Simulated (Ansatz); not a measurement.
**How KCl (Sylvite, Fm-3m) expands on warming**

Wanted: α(T), C_P(T) and B(T) of KCl (Sylvite) in the quasi-harmonic approximation.

What experiment has found for this phase:
- volume expansion coefficient 111.3 1e-6/K and heat capacity C_P per formula unit 51.7 J/mol/K near room temperature (given in “High-Throughput Prediction of Finite-Temperature Properties using the Quasi-Harmonic Approximation”, 2016, arXiv:1603.06924)
- volume expansion coefficient 114.9 1e-6/K near room temperature (given in “Descriptors for thermal expansion in solids”, 2017, arXiv:1701.03966)

Method: DFT LDA, scalar-relativistic, plane waves, PAW, in Ansatz 0.2.0.

### Step 1. The starting structure

Symmetry: Fm-3m, No. 225, cubic system. Conventional cell: a = 6.293 Å, b = 6.293 Å, c = 6.293 Å, α = 90.00°, β = 90.00°, γ = 90.00°. K has 6 Cl at 3.15 Å nearest. Nearest to Cl lie 6 K at 3.15 Å. Farther neighbours and most contacts between anions are not listed.

Structure file:

```cif
data_structure
_symmetry_space_group_name_H-M 'P 1'
_symmetry_Int_Tables_number 1
_cell_length_a 4.4498
_cell_length_b 4.4498
_cell_length_c 4.4498
_cell_angle_alpha 60.000
_cell_angle_beta 60.000
_cell_angle_gamma 60.000
_cell_volume 62.30
loop_
_atom_site_label
_atom_site_type_symbol
_atom_site_fract_x
_atom_site_fract_y
_atom_site_fract_z
_atom_site_occupancy
K1 K 0.00000 0.00000 0.00000 1
Cl2 Cl 0.50000 0.50000 0.50000 1
```

### Step 2. A first coarse run

A cheap single point shows whether the cell is a metal or an insulator and how far it is from rest; that sets the k-mesh and the occupations of what follows.

Input file input.yaml:

```yaml
crystal:
  lattice:
    - [0.0, 3.14647, 3.14647]
    - [3.14647, 0.0, 3.14647]
    - [3.14647, 3.14647, 0.0]
  atoms:
    - { symbol: K, position: [0.0, 0.0, 0.0] }
    - { symbol: Cl, position: [0.5, 0.5, 0.5] }
kpoints:
  mp_grid: { grid: [6, 6, 6] }
hamiltonian:
  xc: lda
scf:
  occupations: { method: gaussian, width: 0.1 }
output:
  forces: true
  stress: true
  eigenvalues: true
```

The run is started by

```bash
ansatz run input.yaml --threads 4 --pin off --max-ram 16384MiB --backend cpu --events-out ev --progress --plain --runs-dir out
```

Numbers of over 12 decimals in the logs are rounded to 6 here.

Log:

```text
Engine: ansatz 0.2.0, aarch64-unknown-linux-gnu
Pseudopotentials: kind: paw
Pseudopotential: K, paw, valence charge 9, recommended cutoff 420 eV (normal), K.paw.azcp
Pseudopotential: Cl, paw, valence charge 7, recommended cutoff 420 eV (normal), Cl.paw.azcp
Functional definition: SPW92
  exchange = slater_x
  correlation = pw_c
Crystal: 2 atoms, lattice volume = 62.302 Å³
Basis set: ecut = 420 eV, 1243 PW (Γ)
Bands: 12, of which v1, the nominal top of the filled ones, is band 8 counted from 1 (7 counted from 0)
Symmetry: 48 space group operations
Space group: Fm-3m (ITA 225), of the structure as read, at distance tolerance 4.0e-5 Å
k-points: 16 of 216
Non-local potential: K, projectors of the file, l = 0: 3, l = 1: 2, l = 2: 2
Non-local potential: Cl, projectors of the file, l = 0: 2, l = 1: 2, l = 2: 2
PAW form: soft (Blöchl's): semilocal exchange-correlation on the pseudo side does not see the compensation charge
PAW frozen core: K, regenerated for the run's functional, and the local potential with it (the file was generated under x = pbe(κ = 0.804, μ = 0.219515), c = pbe(β = 0.066725))
PAW frozen core: Cl, regenerated for the run's functional, and the local potential with it (the file was generated under x = pbe(κ = 0.804, μ = 0.219515), c = pbe(β = 0.066725))
PAW one-centre angular grid: K, 110 points (default); XC on 64 Gauss nodes
PAW one-centre angular grid: Cl, 110 points (default); XC on 64 Gauss nodes
Initial density: superposition of atomic densities (neutral atoms: chi_scale 0, normalization atom), corrected by the library's trained network
Initial wavefunctions: pseudopotential atomic-orbital guess
Functional: x = slater, c = lda
SCF iter   1: F=—  HF=-2544.258324 eV  |F-HF|=—  |Δ(HF+E_count)|=         —  Δρ=6.14e-3  dr2=2.30e-2  ethr=1.77e-3  ⟨swp⟩=5.4  Hψ=1178  notcnv=0
preconditioner: auto → none  [insulator: Δε(μ)=4.622 eV  Ē_g=14.845 eV  σ=0.100 eV  W_gap=1.00  n_scr=14 (ndim 8)  ℏωp=17.6 eV  f_vac=0.081  D(μ)=0.00/eV (n_scr^D=0)  ε∞_Penn≈2.4]
SCF iter   2: F=—  HF=-2544.250398 eV  |F-HF|=—  |Δ(HF+E_count)|=   7.93e-3  Δρ=2.80e-3  dr2=2.13e-3  ethr=1.44e-4  ⟨swp⟩=2.2  Hψ=386  notcnv=0
SCF iter   3: F=—  HF=-2544.249746 eV  |F-HF|=—  |Δ(HF+E_count)|=   6.52e-4  Δρ=9.37e-4  dr2=3.14e-4  ethr=1.33e-5  ⟨swp⟩=2.3  Hψ=309  notcnv=0
SCF iter   4: F=—  HF=-2544.249649 eV  |F-HF|=—  |Δ(HF+E_count)|=   9.70e-5  Δρ=8.65e-5  dr2=3.86e-6  ethr=1.96e-6  ⟨swp⟩=2.2  Hψ=255  notcnv=0
SCF iter   5: F=—  HF=-2544.249649 eV  |F-HF|=—  |Δ(HF+E_count)|=   5.53e-8  Δρ=1.47e-5  dr2=3.34e-8  ethr=2.41e-8  ⟨swp⟩=2.8  Hψ=298  notcnv=0
SCF iter   6: F=-2544.249649 eV  HF=-2544.249649 eV  |F-HF|=3.82e-11  |Δ(HF+E_count)|=   9.01e-9  Δρ=8.98e-7  dr2=2.63e-10  ethr=2.09e-10  ⟨swp⟩=1.9  Hψ=643  notcnv=0
SCF 1 converged in 6 iterations: F = -2544.249649 eV  dr2 = 2.63e-10
  greatest PAW one-centre occupation: 0.985 electrons in one spin orbital (limit 2), on the K atom at site 0 (counted from 0), in its partial waves of l = 0
SCF converged after 6 iterations
Free energy (F): -2544.249649 eV
Harris-Foulkes:  -2544.249649 eV  (|F-HF|=3.82e-11)
Internal energy: -2544.249649 eV  (E = F + TS)
E sigma→0 (E₀):  -2544.249649 eV
Fermi energy:    2.959890 eV
--- Per-component energies (eV) ---
  E_band       = -134.551910
  E_kinetic    = 414.715583
  E_local      = -837.013784  (includes V_loc(G=0)·N_el)
  E_nonlocal   = 45.499935
  E_hartree    = 278.027148
  E_xc         = -238.994810
  E_vxc        = -285.129303  (∫ρ·V_xc dr)
  E_paw        = -1367.911162  (= ΣΔE_a)
  E_vpaw       = -28.678811  (= ΣTr[D̂ρ^β])
  E_aug_tail   = 0.000095  (compensation charges beyond the density's cutoff)
  E_ewald      = -839.020646
  E_core_change = 0.447992  (= ΣΔE_core)
  E_smearing   = -0.000000  (= −TS)
  E_closure    = 0.000000  (closes the sum)
  Σ components = -2544.249649   (vs F -2544.249649, Δ=0.00e0)
--- Forces (eV/Å), atoms counted from 1 ---
  atom   1  K     -0.00000000    -0.00000000    -0.00000000
  atom   2  Cl     0.00000000    -0.00000000    -0.00000000
  max |Σ_I F_I| component: 5.42e-30 eV/Å
--- Stress (GPa, compression-positive) ---
       -1.959901       0.000000      -0.000000
        0.000000      -1.959901       0.000000
        0.000000       0.000000      -1.959901
  P = ⅓ Tr σ = -1.9599 GPa (-19.599 kbar)
--- Band table (eV; the first three rows and the last of 16) ---
  k-point 0: bands = [... 4 lower, -9.9507, 0.5872, 0.5872, 0.5872, 5.3302, 8.6625, 8.6625, 8.6625]
  k-point 1: bands = [... 4 lower, -9.8851, 0.2438, 0.4957, 0.4957, 5.9868, 8.4661, 9.0096, 9.0096]
  k-point 2: bands = [... 4 lower, -9.7637, -0.3079, 0.3232, 0.3232, 7.2261, 8.5103, 9.9508, 9.9508]
  k-point 15: bands = [... 4 lower, -9.8966, -0.0203, 0.1370, 0.2064, 7.4866, 9.1483, 9.2925, 10.4674]
```

The job ended after 0.77 s (4 threads of Arm Neoverse V2, shared host; peak memory 0.28 GiB).

This step gave:

- pressure: -1.960 GPa
- gap on the k-mesh: 4.743 eV
- volume per atom: 31.15 Å³

The start is under -2.0 GPa at this level and looks like an insulator or semiconductor on this mesh.

### Step 3. Finding the static equilibrium

Phonons are second derivatives about a minimum, so cell and atoms are relaxed first, inside the symmetry of the start.

input.yaml, the sections that differ from step 2:

```yaml
scf:
  occupations: { method: gaussian, width: 0.02 }
output:
  forces: true
  stress: true
  eigenvalues: true
  write_density: true
  write_potential: true
  elf: true
  volumetric_format: npy
relax:
  adjacent_minimum: "off"
  f_tol: 0.005
  max_steps: 80
  cell: { stress_tol: 0.05 }
# crystal, kpoints, hamiltonian: as in step 2
```

Log:

```text
[...]
Crystal: 2 atoms, lattice volume = 62.302 Å³
Basis set: ecut = 420 eV, 1243 PW (Γ)
Bands: 12, of which v1, the nominal top of the filled ones, is band 8 counted from 1 (7 counted from 0)
Symmetry: 48 space group operations
[...]
k-points: 16 of 216
[...]
SCF iter   1: F=—  HF=-2544.258325 eV  |F-HF|=—  |Δ(HF+E_count)|=         —  Δρ=6.14e-3  dr2=2.29e-2  ethr=1.77e-3  ⟨swp⟩=6.0  Hψ=1226  notcnv=0
[...]
SCF iter   6: F=-2544.249649 eV  HF=-2544.249649 eV  |F-HF|=1.57e-10  |Δ(HF+E_count)|=   1.00e-8  Δρ=1.13e-6  dr2=4.84e-10  ethr=1.86e-10  ⟨swp⟩=4.9  Hψ=993  notcnv=0
SCF 1 converged in 6 iterations: F = -2544.249649 eV  dr2 = 4.84e-10
[...]
relax step   1: F+E_penalty+E_count = -2544.24964890 eV  Δ(F+E_penalty+E_count) = +0.000e0 eV  max|allowed force component| = 3.458e-29 eV/Å  Δτ_max = 0.0000 Å  P = -1.960 GPa  Ω = 62.302 Å³  (6 SCF iters, dr2 threshold 1.00e-7 eV, accepted)
Crystal: 2 atoms, lattice volume = 58.814 Å³
Basis set: ecut = 420 eV, 1139 PW (Γ)
[...]
iter 1 solved again at ethr=1.74e-5 eV; its pass at ethr=3.10e-3 eV (dr2=2.78e-3 eV) is discarded
[...]
SCF iter   6: F=-2544.282822 eV  HF=-2544.282822 eV  |F-HF|=1.45e-9  |Δ(HF+E_count)|=   2.68e-8  Δρ=2.46e-6  dr2=3.75e-9  ethr=1.25e-9  ⟨swp⟩=8.0  Hψ=1269  notcnv=0
SCF 2 converged in 6 iterations: F = -2544.282822 eV  dr2 = 3.75e-9
relax step   2: F+E_penalty+E_count = -2544.28282244 eV  Δ(F+E_penalty+E_count) = -3.317e-2 eV  max|allowed force component| = 2.222e-29 eV/Å  Δτ_max = 0.0000 Å  P = -1.022 GPa  Ω = 58.814 Å³  energy of the carried Pulay correction = +7.349e-5 eV  (6 SCF iters, dr2 threshold 2.00e-7 eV, accepted)
Crystal: 2 atoms, lattice volume = 55.433 Å³
Basis set: ecut = 420 eV, 1067 PW (Γ)
[...]
SCF iter   5: F=-2544.291432 eV  HF=-2544.291432 eV  |F-HF|=1.52e-8  |Δ(HF+E_count)|=   1.76e-7  Δρ=9.22e-6  dr2=2.64e-8  ethr=1.25e-9  ⟨swp⟩=9.1  Hψ=1432  notcnv=0
SCF 3 converged in 5 iterations: F = -2544.291432 eV  dr2 = 2.64e-8
relax step   3: F+E_penalty+E_count = -2544.29143157 eV  Δ(F+E_penalty+E_count) = -8.609e-3 eV  max|allowed force component| = 1.019e-30 eV/Å  Δτ_max = 0.0000 Å  P = +0.293 GPa  Ω = 55.433 Å³  energy of the carried Pulay correction = +1.489e-4 eV  (5 SCF iters, dr2 threshold 2.00e-7 eV, accepted)
[...]
relax step   4: F+E_penalty+E_count = -2544.29200104 eV  Δ(F+E_penalty+E_count) = -5.695e-4 eV  max|allowed force component| = 1.939e-30 eV/Å  Δτ_max = 0.0000 Å  P = -0.028 GPa  Ω = 56.152 Å³  energy of the carried Pulay correction = +1.325e-4 eV  (4 SCF iters, dr2 threshold 2.00e-7 eV, accepted)
[...]
SCF iter   1: F=—  HF=-2544.291907 eV  |F-HF|=—  |Δ(HF+E_count)|=         —  Δρ=6.07e-5  dr2=2.78e-7  ethr=9.86e-7  ⟨swp⟩=2.7  Hψ=1668  notcnv=0
eigensolver tolerance schedule: the retry pair's looser diagonalisation over-reported the residual by 566.56 of it (diagonalisation noise at 0.22 of the residual, at the tolerance the schedule requests for it); recorded, not acted on — ethr = c·dr2/N_el stays at c = 1.0e-1
[...]
SCF iter   2: F=—  HF=-2544.291904 eV  |F-HF|=—  |Δ(HF+E_count)|=   3.54e-6  Δρ=2.94e-5  dr2=6.05e-8  ethr=1.74e-9  ⟨swp⟩=2.3  Hψ=306  notcnv=0
[...]
SCF iter   5: F=-2544.291904 eV  HF=-2544.291904 eV  |F-HF|=0.00e0  |Δ(HF+E_count)|=  1.05e-11  Δρ=1.09e-7  dr2=1.93e-12  ethr=1.00e-12  ⟨swp⟩=5.0  Hψ=704  notcnv=0
SCF 5 converged in 5 iterations: F = -2544.291904 eV  dr2 = 1.93e-12
relax step   5: F+E_penalty+E_count = -2544.29190392 eV  Δ(F+E_penalty+E_count) = +9.712e-5 eV  max|allowed force component| = 3.640e-30 eV/Å  Δτ_max = 0.0000 Å  P = -0.029 GPa  Ω = 56.152 Å³  stress off target by 2.92e-2 GPa  SCF on the basis re-selected at this cell (its energy is not comparable with the rows above)  (5 SCF iters)
basis re-selected at this cell: Δ(F+E_penalty+E_count) = +9.712e-5 eV, ΔP = -0.001 GPa vs the last step (what re-selecting the basis moved, of the pressure what is left beyond the Pulay correction that the steps carried, after the strain that the cell walked since its last selection, with what the two solves' SCF thresholds leave and, on support functions, any second-order correction that the steps lacked; it is no m [...]
SCF converged after 5 iterations
Free energy (F): -2544.291904 eV
[...]
Internal energy: -2544.291904 eV  (E = F + TS)
E sigma→0 (E₀):  -2544.291904 eV
Fermi energy:    3.887608 eV
[...]
--- Stress (GPa, compression-positive) ---
       -0.029233      -0.000000      -0.000000
       -0.000000      -0.029233      -0.000000
       -0.000000      -0.000000      -0.029233
  P = ⅓ Tr σ = -0.0292 GPa (-0.292 kbar)
--- Band table (eV; the first three rows and the last of 16) ---
  k-point 0: bands = [... 4 lower, -8.9809, 1.3339, 1.3339, 1.3339, 6.4412, 9.4325, 9.4325, 9.4325]
  k-point 1: bands = [... 4 lower, -8.8952, 0.9277, 1.2149, 1.2149, 7.1593, 9.2606, 9.8177, 9.8177]
  k-point 2: bands = [... 4 lower, -8.7364, 0.2780, 0.9935, 0.9935, 8.3746, 9.4992, 10.8678, 10.8678]
  k-point 15: bands = [... 4 lower, -8.9115, 0.6656, 0.7942, 0.9122, 8.2297, 10.1952, 10.5416, 11.6524]
--- Relaxed structure (4 steps of the walk, 4 accepted, 1 SCFs on fresh bases) ---
  F+E_penalty+E_count = -2544.29190392 eV   max|allowed force component| = 3.640e-30 eV/Å   (the final SCF, on the basis selected at the relaxed cell)
  cell:  # Å, volume = 56.1521 Å³
    - [0, 3.039335, 3.039335]
    - [3.039335, 0, 3.039335]
    - [3.039335, 3.039335, 0]
  atoms:
    - { symbol: K, position: [0, 0, 0] }
    - { symbol: Cl, position: [0.5, 0.5, 0.5] }
```

The job ended after 1.2 s (4 threads; peak memory 0.3 GiB).

Step by step:

| step | energy less that of the first step (eV) | largest force component (eV/Å) | pressure (GPa) | volume (Å³) |
| --- | --- | --- | --- | --- |
| 1 | 0.0000 | 0.0000 | -1.96 | 62.30 |
| 2 | -0.0332 | 0.0000 | -1.02 | 58.81 |
| 3 | -0.0418 | 0.0000 | 0.29 | 55.43 |
| 4 | -0.0424 | 0.0000 | -0.03 | 56.15 |
| 5* | -0.0423 | 0.0000 | -0.03 | 56.15 |

Relaxation steps marked * repeat the geometry before them on a plane-wave basis chosen anew for their cell, so energy and pressure can jump there.

The run keeps the 48 symmetry operations that it works with, so distortions that break them were not tested.

| conventional cell, symmetrised | before | after | change |
| --- | --- | --- | --- |
| a (Å) | 6.293 | 6.079 | -3.4 % |
| b (Å) | 6.293 | 6.079 | -3.4 % |
| c (Å) | 6.293 | 6.079 | -3.4 % |
| volume (Å³/atom) | 31.15 | 28.08 | -9.9 % |

The relaxed structure:

```xyz
2
Lattice="0.0000 3.0393 3.0393 3.0393 0.0000 3.0393 3.0393 3.0393 0.0000" Properties=species:S:1:pos:R:3 pbc="T T T"
K     0.0000    0.0000    0.0000
Cl    3.0393    3.0393    3.0393
```

Numbers from this step:

```yaml
pressure: -0.02923 GPa
gap_on_the_k_mesh: 5.107 eV
volume_per_atom: 28.08 Å³
```

Valence density in the ac plane of the conventional cell at fractional y = 0.000, with atoms of K and Cl within 0.2 Å of it. It is the smooth field of the valence electrons, not physical close to the nuclei.

Values in e/Å³, 9 rows by 16 columns, each cell a mean:
```
3.2 2.1 0.6 0.1 0.1 0.4 1.1 1.5 1.3 1.4 0.7 0.2 0.1 0.3 1.3 2.9
0.4 0.2 0.1 0.0 0.0 0.1 0.2 0.4 0.5 0.3 0.2 0.1 0.0 0.1 0.2 0.3
0.3 0.2 0.1 0.0 0.0 0.0 0.1 0.2 0.2 0.1 0.1 0.0 0.0 0.1 0.1 0.2
1.4 1.1 0.5 0.2 0.1 0.2 0.9 2.1 2.4 1.4 0.4 0.1 0.1 0.3 0.8 1.4
0.7 1.6 0.9 0.2 0.1 0.4 1.9 3.9 4.1 2.9 0.9 0.2 0.1 0.5 1.4 1.2
1.2 0.8 0.4 0.1 0.1 0.1 0.5 1.3 1.5 0.9 0.3 0.1 0.1 0.2 0.6 1.1
0.2 0.1 0.1 0.0 0.0 0.0 0.1 0.1 0.1 0.1 0.1 0.0 0.0 0.0 0.1 0.2
0.8 0.5 0.1 0.0 0.1 0.2 0.4 0.7 0.8 0.5 0.2 0.1 0.0 0.1 0.3 0.7
3.8 2.6 0.8 0.1 0.1 0.5 1.3 1.4 1.0 1.5 0.8 0.2 0.1 0.4 1.7 3.5
```
Columns run along a (6.1 Å), rows up along c (6.1 Å), edges of the conventional cell, whose origin can differ from the input's. Atoms in or near the plane, at fractional coordinates: K at (0.00, 0.00), K at (0.50, 0.50), Cl at (0.50, 0.00), Cl at (0.00, 0.50).

ELF in the ac plane of the conventional cell at fractional y = 0.000, with atoms of K and Cl within 0.2 Å of it. It is the smooth field of the valence electrons, not physical close to the nuclei.

Ten even steps from '_' (0.02) to '@' (0.86), each cell a mean:
```
%%@@%%::..##@@@@**##@@@@==..**@@@@
@@@@**....**@@@@@@@@@@%%--__==%%@@
**++::____==##@@@@@@%%**::__..==**
..________..--======--::________..
====--..________....________::--==
@@@@##==____::++****--..__::**%%@@
@@@@@@**....**@@@@@@%%--__--%%@@@@
**@@@@##..::%%@@%%@@@@**..==@@@@##
==%%@@##..--@@@@##%%@@**..==@@@@**
%%@@@@##..::%%@@@@@@@@++__==@@@@@@
@@@@@@++..__++%%@@%%**::__--##@@@@
####++::______::--::..____..==**##
......______..........________....
--::______::++######**==..____..::
@@%%==__..++@@@@@@@@@@##--__::**%%
@@@@%%::..##@@@@%%@@@@@@==__++@@@@
##@@@@--..##@@%%==**@@@@==..**@@%%
```
Columns run along a (6.1 Å), rows up along c (6.1 Å), edges of the conventional cell, whose origin can differ from the input's. Atoms in or near the plane, at fractional coordinates: K at (0.00, 0.00), K at (0.50, 0.50), Cl at (0.50, 0.00), Cl at (0.00, 0.50).

Electrostatic potential energy in the ac plane of the conventional cell at fractional y = 0.000, with atoms of K and Cl within 0.2 Å of it. With pseudopotentials it is smooth inside the atoms' cores, unlike the true potential.

Ten even steps from '_' (-48 eV) to '@' (8 eV), each cell a mean:
```
__::**@@@@@@**..____==%%@@@@%%==..
--++%%@@@@@@%%++--==##@@@@@@%%**==
##%%@@@@@@@@@@@@%%%%@@@@@@@@@@%%%%
@@@@@@@@@@@@@@@@@@@@@@@@@@@@@@@@@@
@@@@@@@@@@@@@@@@@@@@@@@@@@@@@@@@@@
%%@@@@@@@@@@@@%%##%%%%@@@@@@@@@@%%
--++%%@@@@@@%%++--==##%%@@@@@@##==
__..##@@@@@@**::__..==%%@@@@%%==__
__..**@@@@%%++..____--##@@@@%%--__
..--%%@@@@@@##--..::++%%@@@@@@++..
**##@@@@@@@@%%##++**%%@@@@@@@@%%**
@@@@@@@@@@@@@@@@%%@@@@@@@@@@@@@@@@
@@@@@@@@@@@@@@@@@@@@@@@@@@@@@@@@@@
@@@@@@@@@@@@@@@@@@@@@@@@@@@@@@@@@@
**##%%@@@@@@@@%%**##%%@@@@@@@@%%**
..--##@@@@@@##--....++@@@@@@%%++::
__..**@@@@@@**..____--%%@@@@##--__
```
Columns run along a (6.1 Å; values clipped at the 3rd and 97th percentile), rows up along c (6.1 Å), edges of the conventional cell, whose origin can differ from the input's. Atoms in or near the plane, at fractional coordinates: K at (0.00, 0.00), K at (0.50, 0.50), Cl at (0.50, 0.00), Cl at (0.00, 0.50).

The relaxation ends with a pressure of -0.03 GPa.

### Step 4. A second relaxation

The relaxation is run once more from where the first one ended, as the script does after a large change of volume or of the gap, with mesh and occupations reviewed.

input.yaml, the sections that differ from step 3:

```yaml
crystal:
  lattice:
    - [0.0, 3.0393353207, 3.0393353207]
    - [3.0393353207, 0.0, 3.0393353207]
    - [3.0393353207, 3.0393353207, 0.0]
  atoms:
    - { symbol: K, position: [0.0, 0.0, 0.0] }
    - { symbol: Cl, position: [0.5, 0.5, 0.5] }
output:
  forces: true
  stress: true
  eigenvalues: true
# kpoints, hamiltonian, scf, relax: as in step 3
```

Log:

```text
[...]
Crystal: 2 atoms, lattice volume = 56.152 Å³
Basis set: ecut = 420 eV, 1067 PW (Γ)
Bands: 12, of which v1, the nominal top of the filled ones, is band 8 counted from 1 (7 counted from 0)
Symmetry: 48 space group operations
[...]
k-points: 16 of 216
[...]
k-point 15: bands = [... 4 lower, -8.9115, 0.6656, 0.7942, 0.9122, 8.2297, 10.1952, 10.5416, 11.6524]
--- Relaxed structure (1 steps of the walk, 1 accepted, 1 SCFs on fresh bases) ---
[...]
cell:  # Å, volume = 56.1521 Å³
    - [0.0, 3.0393353207, 3.0393353207]
    - [3.0393353207, 0.0, 3.0393353207]
    - [3.0393353207, 3.0393353207, 0.0]
  atoms:
    - { symbol: K, position: [0.0, 0.0, 0.0] }
    - { symbol: Cl, position: [0.500000, 0.500000, 0.500000] }
[key lines of the parts left out:]
SCF converged after 4 iterations
Free energy (F): -2544.291904 eV
Fermi energy:    3.887608 eV
P = ⅓ Tr σ = -0.0292 GPa (-0.292 kbar)
```

Wall time 0.5 s (4 threads); peak memory 0.29 GiB.

Little changed from the start: no atom moved by 0.005 Å and no cell edge by 0.1 %.

(Part 1 of 5 ends here.)

[Logs are printed without paths, hosts, clocks, repeated set-up lines and the standing remarks that a program may print on its own settings, such as how far it seeks lower states.]

[Hosts, paths, dates, database ids (printed as entryN), source tags and the programs' standing remarks are cut or masked in the printed files.]

[A step with changed settings may run another functional than the one named; its input shows which.]
